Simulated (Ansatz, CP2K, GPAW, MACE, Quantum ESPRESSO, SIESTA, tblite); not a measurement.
# Amorphous Si (76 atoms) in CP2K, part 3 of 4

How do the settings of CP2K change the result for amorphous Si (76 atoms)? A plane-wave run serves as the yardstick.

Program: CP2K 2026.2; the method stands at each step. Banners, paths, timers and routine set-up lines are dropped from the logs unmarked, and long logs keep their key lines alone; longer cuts are marked.

So far. Step 6 (PBE, TZVP-UZH, 350/50 Ry, diagonalisation): Against the first run (2.8 %), the force difference from the reference is 2.7 %, at 2.1 times the CPU time (on 4 against 2 cores), with 1292 basis functions against 988; this set comes with other potentials too, so the change isn't the basis's alone.

## Step 8: PBE, DZVP-MOLOPT-SR, 350/30 Ry, diagonalisation

Method: Kohn-Sham DFT, PBE, GTH-PBE pseudopotentials, Gaussian and plane waves, DZVP-MOLOPT-SR-GTH, diagonalisation.

The input, input.inp:

```
&GLOBAL
  PROJECT cell
  RUN_TYPE ENERGY_FORCE
  PRINT_LEVEL LOW
&END GLOBAL
&FORCE_EVAL
  METHOD QS
  STRESS_TENSOR ANALYTICAL
  &DFT
    BASIS_SET_FILE_NAME BASIS_MOLOPT
    POTENTIAL_FILE_NAME GTH_POTENTIALS
    &MGRID
      CUTOFF 350
      REL_CUTOFF 30
    &END MGRID
    &QS
      EPS_DEFAULT 1.0E-12
    &END QS
    &SCF
      SCF_GUESS ATOMIC
      EPS_SCF 1.0E-06
      MAX_SCF 200
      ADDED_MOS 34
      &DIAGONALIZATION
        ALGORITHM STANDARD
      &END DIAGONALIZATION
      &SMEAR ON
        METHOD FERMI_DIRAC
        ELECTRONIC_TEMPERATURE [K] 580
      &END SMEAR
      &MIXING
        METHOD BROYDEN_MIXING
        ALPHA 0.15
        NBROYDEN 8
      &END MIXING
      &PRINT
        &RESTART OFF
        &END RESTART
      &END PRINT
    &END SCF
    &XC
      &XC_FUNCTIONAL PBE
      &END XC_FUNCTIONAL
    &END XC
    &PRINT
      &MULLIKEN ON
      &END MULLIKEN
      &LOWDIN ON
      &END LOWDIN
      &MO ON
        EIGENVALUES T
        OCCUPATION_NUMBERS T
        MO_INDEX_RANGE 141 164
        &EACH
          QS_SCF 0
        &END EACH
        ADD_LAST NUMERIC
      &END MO
    &END PRINT
  &END DFT
  &SUBSYS
    &CELL
      A 11.52060 0.00000 0.00000
      B 0.00000 11.52060 0.00000
      C 0.00000 0.00000 11.52060
    &END CELL
    &TOPOLOGY
      COORD_FILE_NAME structure.xyz
      COORD_FILE_FORMAT XYZ
    &END TOPOLOGY
    &KIND Si
      BASIS_SET DZVP-MOLOPT-SR-GTH-q4
      POTENTIAL GTH-PBE-q4
    &END KIND
  &END SUBSYS
  &PRINT
    &FORCES ON
    &END FORCES
    &STRESS_TENSOR ON
    &END STRESS_TENSOR
  &END PRINT
&END FORCE_EVAL
```

The input, structure.xyz:

```xyz
76

[... 76 atom lines left out: the same atoms as in the first run ...]
```

Run with:

```bash
$ OMP_NUM_THREADS=2 cp2k.psmp -i input.inp > output.txt
```

Numbers of over 12 decimals in the logs are rounded to 6 here.

Log:

```text
CP2K| version string:                                       CP2K version 2026.2
 CP2K| Input file name                                                 input.inp
 GLOBAL| Basis set file name                                        BASIS_MOLOPT
 GLOBAL| Potential file name                                      GTH_POTENTIALS
 GLOBAL| Run type                                                   ENERGY_FORCE
 GLOBAL| Total number of message passing processes                             1
 GLOBAL| Number of threads for this process                                    2
 TOTAL NUMBERS AND MAXIMUM NUMBERS
  Total number of            - Atomic kinds:                                   1
                             - Atoms:                                         76
[... lines left out ...]
                        Smear method:                                FERMI_DIRAC
[... lines left out ...]
 Number of electrons:                                                        304
[... lines left out ...]
  Step     Update method      Time    Convergence         Total energy    Change
[... lines left out ...]
  *** SCF run converged in    18 steps ***
[... lines left out ...]
  Fermi energy:                                                 0.198765
  Total energy:                                              -298.068164
  Total energy (extrapolated to T->0):                       -298.064004
[... lines left out ...]
 MO| E(Fermi):            0.198765 a.u.          5.408669 eV
[... lines left out ...]
       1     Si       1          3.980610                              0.019390
       2     Si       1          3.980240                              0.019760
       3     Si       1          3.962877                              0.037123
[...]
# Total charge                            304.000000                  0.000000
 !-----------------------------------------------------------------------------!
 LOWDIN POPULATION ANALYSIS
 #  Atom  Element  Kind  Atomic population                           Net charge
[...]
75     Si       1          3.952219                              0.047781
      76     Si       1          4.021653                             -0.021653
 # Total charge                            304.000000                  0.000000
 ENERGY| Total FORCE_EVAL ( QS ) energy [hartree]           -298.068178
 FORCES| Atomic forces [hartree/bohr]
 FORCES|   Atom     x               y               z               |f|
 FORCES|      1 -4.43443153E-03 -2.33633951E-03  1.02149775E-03   5.11528327E-03
 FORCES|      2 -1.41358253E-02  4.60903169E-02  1.46392381E-02   5.03829948E-02
 FORCES|      3 -9.72915980E-03  3.72029629E-03 -2.90615300E-02   3.08718267E-02
[...]
FORCES|     75 -4.55536494E-03 -3.47711715E-03  5.70090753E-03   8.08344234E-03
 FORCES|     76 -1.03732806E-02  7.41041066E-03 -5.08334141E-02   5.24075865E-02
 FORCES| Sum     6.16157509E-05  6.13006660E-06  6.90845250E-06
 FORCES| Total atomic force                                       6.23041346E-05
 STRESS| Analytical stress tensor [bar]
 STRESS|                        x                   y                   z
 STRESS|      x        1.66782528561E+03  -5.84104418852E+03   1.23666090987E+04
 STRESS|      y       -5.84104418852E+03  -1.85175112780E+03   1.42495126893E+04
 STRESS|      z        1.23666090987E+04   1.42495126893E+04   4.55120036435E+03
 STRESS| 1/3 Trace                                             1.45575817405E+03
```

The job ended after 78 s (2 threads of Arm Neoverse V2, shared host; peak memory 1.9 GiB; 2.3 min of CPU time).

Compared with the plane-wave run:

- r.m.s. force component: 0.9492 eV/Å
- r.m.s. difference of force components: 25.9 meV/Å
- longest difference of force vectors: 93.57 meV/Å
- force difference over r.m.s. force: 2.764 %
- slope of forces against the reference's: 1.012
- correlation of force components: 0.9997
- pressure: 0.1456 GPa
- pressure difference: -0.1747 GPa
- energy less the same-level run's: -0.0333 meV/atom
- r.m.s. force difference from the same-level run: 0.265 meV/Å

This is a coarse setting, run to see what it loses.

Against the first run (2.8 %), the force difference from the reference is 2.8 %, at 0.81 times the CPU time: the change moves forces by 0.27 meV/Å r.m.s., so most of the difference comes from elsewhere.

## Step 9: PBE, DZVP-MOLOPT-SR, 244/50 Ry, diagonalisation

Method: Kohn-Sham DFT, PBE, GTH-PBE pseudopotentials, Gaussian and plane waves, DZVP-MOLOPT-SR-GTH, diagonalisation.

Changes to input.inp since step 8:

```diff
@@ -12,4 +12,4 @@
     &MGRID
-      CUTOFF 350
-      REL_CUTOFF 30
+      CUTOFF 244
+      REL_CUTOFF 50
     &END MGRID
@@ -66,6 +66,29 @@
     &END CELL
-    &TOPOLOGY
-      COORD_FILE_NAME structure.xyz
-      COORD_FILE_FORMAT XYZ
-    &END TOPOLOGY
+    &COORD
+      Si 11.02533 3.27968 0.70575
+      Si 7.44772 4.14442 1.22280
+      Si 0.78709 0.76842 2.48914
+      Si 3.35872 3.37842 0.84308
+      Si 10.29884 3.67599 6.57918
+      Si 8.02179 0.56866 0.51670
+      Si 7.95083 3.44155 6.61329
+      Si 5.72194 9.05439 8.61545
+      Si 2.39075 6.78794 3.42070
+      Si 2.48211 9.28053 6.75130
+      Si 9.97880 7.16835 5.34083
+      Si 9.45115 7.20026 9.27961
+      Si 2.92854 2.37290 10.21255
+      Si 1.42383 5.07552 8.41568
+      Si 11.45770 0.61163 8.27179
+      Si 3.31194 3.63440 7.95152
+      Si 3.42554 10.59515 0.42891
+      Si 0.33306 1.96035 10.37200
+      Si 8.85416 6.34267 1.29918
+      Si 11.17003 5.75281 0.52684
+[... 52 atom lines left out ...]
+      Si 0.18594 1.61162 6.03841
+      Si 2.37900 1.53662 6.72527
+      Si 7.79541 9.32742 7.20809
+      Si 8.60796 7.17215 3.60825
+    &END COORD
     &KIND Si
```

Log:

```text
CP2K| version string:                                       CP2K version 2026.2
 CP2K| Input file name                                                 input.inp
 GLOBAL| Basis set file name                                        BASIS_MOLOPT
 GLOBAL| Potential file name                                      GTH_POTENTIALS
 GLOBAL| Run type                                                   ENERGY_FORCE
 GLOBAL| Total number of message passing processes                             1
 GLOBAL| Number of threads for this process                                    2
 TOTAL NUMBERS AND MAXIMUM NUMBERS
  Total number of            - Atomic kinds:                                   1
                             - Atoms:                                         76
[... lines left out ...]
                        Smear method:                                FERMI_DIRAC
[... lines left out ...]
 Number of electrons:                                                        304
[... lines left out ...]
  Step     Update method      Time    Convergence         Total energy    Change
[... lines left out ...]
  *** SCF run converged in    18 steps ***
[... lines left out ...]
  Fermi energy:                                                 0.198766
  Total energy:                                              -298.068074
  Total energy (extrapolated to T->0):                       -298.063913
[... lines left out ...]
 MO| E(Fermi):            0.198766 a.u.          5.408691 eV
[... lines left out ...]
       1     Si       1          3.980624                              0.019376
       2     Si       1          3.980252                              0.019748
       3     Si       1          3.962855                              0.037145
[...]
# Total charge                            304.000000                  0.000000
 !-----------------------------------------------------------------------------!
 LOWDIN POPULATION ANALYSIS
 #  Atom  Element  Kind  Atomic population                           Net charge
[...]
75     Si       1          3.952240                              0.047760
      76     Si       1          4.021638                             -0.021638
 # Total charge                            304.000000                  0.000000
 ENERGY| Total FORCE_EVAL ( QS ) energy [hartree]           -298.068087
 FORCES| Atomic forces [hartree/bohr]
 FORCES|   Atom     x               y               z               |f|
 FORCES|      1 -4.43215807E-03 -2.33385402E-03  1.02140183E-03   5.11215819E-03
 FORCES|      2 -1.41456770E-02  4.60880344E-02  1.46337833E-02   5.03820871E-02
 FORCES|      3 -9.72675014E-03  3.72110432E-03 -2.90675967E-02   3.08768759E-02
[...]
FORCES|     75 -4.54612873E-03 -3.47612502E-03  5.70466279E-03   8.08046466E-03
 FORCES|     76 -1.03664118E-02  7.41540732E-03 -5.08313262E-02   5.24049090E-02
 FORCES| Sum    -1.58976592E-07  1.45686050E-07  2.48243097E-08
 FORCES| Total atomic force                                       2.17058121E-07
 STRESS| Analytical stress tensor [bar]
 STRESS|                        x                   y                   z
 STRESS|      x        1.64245099475E+03  -5.84082881918E+03   1.23662304384E+04
 STRESS|      y       -5.84082881918E+03  -1.87349602760E+03   1.42487383443E+04
 STRESS|      z        1.23662304384E+04   1.42487383443E+04   4.53602240454E+03
 STRESS| 1/3 Trace                                             1.43499245723E+03
```

Run time: 89 s. Hardware: 2 threads; peak memory 1.4 GiB.

Numbers from this run, and their distance from the reference:

```
r.m.s. force component                          : 0.9492 eV/Å
r.m.s. difference of force components           : 25.9 meV/Å
longest difference of force vectors             : 93.61 meV/Å
force difference over r.m.s. force              : 2.763 %
slope of forces against the reference's         : 1.012
correlation of force components                 : 0.9997
pressure                                        : 0.1435 GPa
pressure difference                             : -0.1768 GPa
energy less the same-level run's                : -0.0009 meV/atom
r.m.s. force difference from the same-level run : 0.046 meV/Å
```

Against the first run (2.8 %), the force difference from the reference is 2.8 %, at 0.96 times the CPU time: the change moves forces by 0.046 meV/Å r.m.s., so most of the difference comes from elsewhere.

## Step 10: TPSS, PBE potentials, DZVP-MOLOPT-SR, 350/50 Ry, diagonalisation

Method: Kohn-Sham DFT, TPSS, GTH-PBE pseudopotentials, Gaussian and plane waves, DZVP-MOLOPT-SR-GTH, diagonalisation.

Changes to input.inp since step 9:

```diff
@@ -12,3 +12,3 @@
     &MGRID
-      CUTOFF 244
+      CUTOFF 350
       REL_CUTOFF 50
@@ -41,3 +41,3 @@
     &XC
-      &XC_FUNCTIONAL PBE
+      &XC_FUNCTIONAL TPSS
       &END XC_FUNCTIONAL
```

Log:

```text
CP2K| version string:                                       CP2K version 2026.2
 CP2K| Input file name                                                 input.inp
 GLOBAL| Basis set file name                                        BASIS_MOLOPT
 GLOBAL| Potential file name                                      GTH_POTENTIALS
 GLOBAL| Run type                                                   ENERGY_FORCE
 GLOBAL| Total number of message passing processes                             1
 GLOBAL| Number of threads for this process                                    2
[... lines left out ...]
                        Smear method:                                FERMI_DIRAC
[... lines left out ...]
 Number of electrons:                                                        304
[... lines left out ...]
  Step     Update method      Time    Convergence         Total energy    Change
[... lines left out ...]
  *** SCF run converged in    21 steps ***
[... lines left out ...]
  Fermi energy:                                                 0.201251
  Total energy:                                              -297.631262
  Total energy (extrapolated to T->0):                       -297.627368
[... lines left out ...]
 MO| E(Fermi):            0.201251 a.u.          5.476320 eV
[... lines left out ...]
      75     Si       1          3.954402                              0.045598
      76     Si       1          4.021618                             -0.021618
 # Total charge                            304.000000                  0.000000
 ENERGY| Total FORCE_EVAL ( QS ) energy [hartree]           -297.631260
 FORCES| Atomic forces [hartree/bohr]
 FORCES|   Atom     x               y               z               |f|
 FORCES|      1 -4.43318238E-03 -2.39236445E-03  1.13368833E-03   5.16350297E-03
 FORCES|      2 -1.42204776E-02  4.55619130E-02  1.42955535E-02   4.98244192E-02
 FORCES|      3 -9.64319702E-03  2.59394254E-03 -2.87739523E-02   3.04575134E-02
[...]
FORCES|     75 -3.99961044E-03 -4.10162274E-03  4.40866926E-03   7.22886972E-03
 FORCES|     76 -1.03148976E-02  8.07878245E-03 -5.07302857E-02   5.23949017E-02
 FORCES| Sum     2.16549344E-06  1.97886512E-06 -2.16782024E-07
 FORCES| Total atomic force                                       2.94147300E-06
 STRESS| Analytical stress tensor [bar]
 STRESS|                        x                   y                   z
 STRESS|      x        4.83866739245E+02  -5.57183940548E+03   1.33643639586E+04
 STRESS|      y       -5.57183940548E+03  -1.92061602901E+03   1.43941711873E+04
 STRESS|      z        1.33643639586E+04   1.43941711873E+04   5.24394679249E+03
 STRESS| 1/3 Trace                                             1.26906583424E+03
```

It took 4.6 min on 2 threads; peak memory 1.9 GiB; 8.9 min of CPU time.

Against the reference:

```yaml
r_m_s_force_component: 0.952 eV/Å
r_m_s_difference_of_force_components: 53.12 meV/Å
longest_difference_of_force_vectors: 178.1 meV/Å
force_difference_over_r_m_s_force: 5.668 %
slope_of_forces_against_the_reference_s: 1.014
correlation_of_force_components: 0.9985
pressure: 0.1269 GPa
pressure_difference: -0.1934 GPa
```

Against the first run (2.8 %), the force difference from the reference is 5.7 %, at 3.1 times the CPU time; the model has changed, so this is no error of the program alone.

## Step 11: BLYP, DZVP-MOLOPT-SR, 350/50 Ry, diagonalisation

Method: Kohn-Sham DFT, BLYP, GTH-BLYP pseudopotentials, Gaussian and plane waves, DZVP-MOLOPT-SR-GTH, diagonalisation.

Changes to input.inp since step 10:

```diff
@@ -41,3 +41,3 @@
     &XC
-      &XC_FUNCTIONAL TPSS
+      &XC_FUNCTIONAL BLYP
       &END XC_FUNCTIONAL
@@ -67,2 +67,3 @@
     &COORD
+      SCALED
 [... 76 atom lines left out: the same atoms as in the first run ...]
@@ -71,3 +72,3 @@
       BASIS_SET DZVP-MOLOPT-SR-GTH-q4
-      POTENTIAL GTH-PBE-q4
+      POTENTIAL GTH-BLYP-q4
     &END KIND
```

Log:

```text
CP2K| version string:                                       CP2K version 2026.2
 CP2K| Input file name                                                 input.inp
 GLOBAL| Basis set file name                                        BASIS_MOLOPT
 GLOBAL| Potential file name                                      GTH_POTENTIALS
 GLOBAL| Run type                                                   ENERGY_FORCE
 GLOBAL| Total number of message passing processes                             1
 GLOBAL| Number of threads for this process                                    2
[... lines left out ...]
                        Smear method:                                FERMI_DIRAC
[... lines left out ...]
 Number of electrons:                                                        304
[... lines left out ...]
  Step     Update method      Time    Convergence         Total energy    Change
[... lines left out ...]
  *** SCF run converged in    19 steps ***
[... lines left out ...]
  Fermi energy:                                                 0.215249
  Total energy:                                              -294.777795
  Total energy (extrapolated to T->0):                       -294.773723
[... lines left out ...]
 MO| E(Fermi):            0.215249 a.u.          5.857229 eV
[... lines left out ...]
      75     Si       1          3.956600                              0.043400
      76     Si       1          4.022042                             -0.022042
 # Total charge                            304.000000                  0.000000
 ENERGY| Total FORCE_EVAL ( QS ) energy [hartree]           -294.777836
 FORCES| Atomic forces [hartree/bohr]
 FORCES|   Atom     x               y               z               |f|
 FORCES|      1 -2.55960799E-03 -3.46183081E-03  2.11361248E-03   4.79616757E-03
 FORCES|      2 -1.25944176E-02  4.55222413E-02  1.35482930E-02   4.91370537E-02
 FORCES|      3 -8.52564747E-03  4.10244020E-03 -2.93910563E-02   3.08763805E-02
[...]
FORCES|     75 -6.27510033E-03 -7.41815330E-03  3.10077398E-03   1.01990530E-02
 FORCES|     76 -9.37172106E-03  8.40616423E-03 -5.05973449E-02   5.21400428E-02
 FORCES| Sum     9.60617366E-06  5.68010075E-06  3.57072595E-06
 FORCES| Total atomic force                                       1.17171755E-05
 STRESS| Analytical stress tensor [bar]
 STRESS|                        x                   y                   z
 STRESS|      x        3.33240900693E+04  -7.20583542871E+03   1.28215108145E+04
 STRESS|      y       -7.20583542871E+03   2.85454758624E+04   1.51234706805E+04
 STRESS|      z        1.28215108145E+04   1.51234706805E+04   3.49889129513E+04
 STRESS| 1/3 Trace                                             3.22861596277E+04
```

Wall time 94 s (2 threads); peak memory 1.9 GiB.

Numbers from this run, and their distance from the reference:

- r.m.s. force component: 0.944 eV/Å
- r.m.s. difference of force components: 118.1 meV/Å
- longest difference of force vectors: 416.6 meV/Å
- force difference over r.m.s. force: 12.6 %
- slope of forces against the reference's: 0.9993
- correlation of force components: 0.9921
- pressure: 3.229 GPa
- pressure difference: 2.908 GPa

Against the first run (2.8 %), the force difference from the reference is 13 %, at 1.00 times the CPU time; the model has changed, so this is no error of the program alone.

[end of part 3 of 4]

[Also dropped from logs without a mark: logging warnings of Python, and SIESTA's first energy breakdown and zero terms.]

[Logs are printed without paths, hosts, clocks, repeated set-up lines and the standing remarks that a program may print on its own settings, such as how far it seeks lower states.]

[Hosts, paths, dates, database ids (printed as entryN), source tags and the programs' standing remarks are cut or masked in the printed files.]
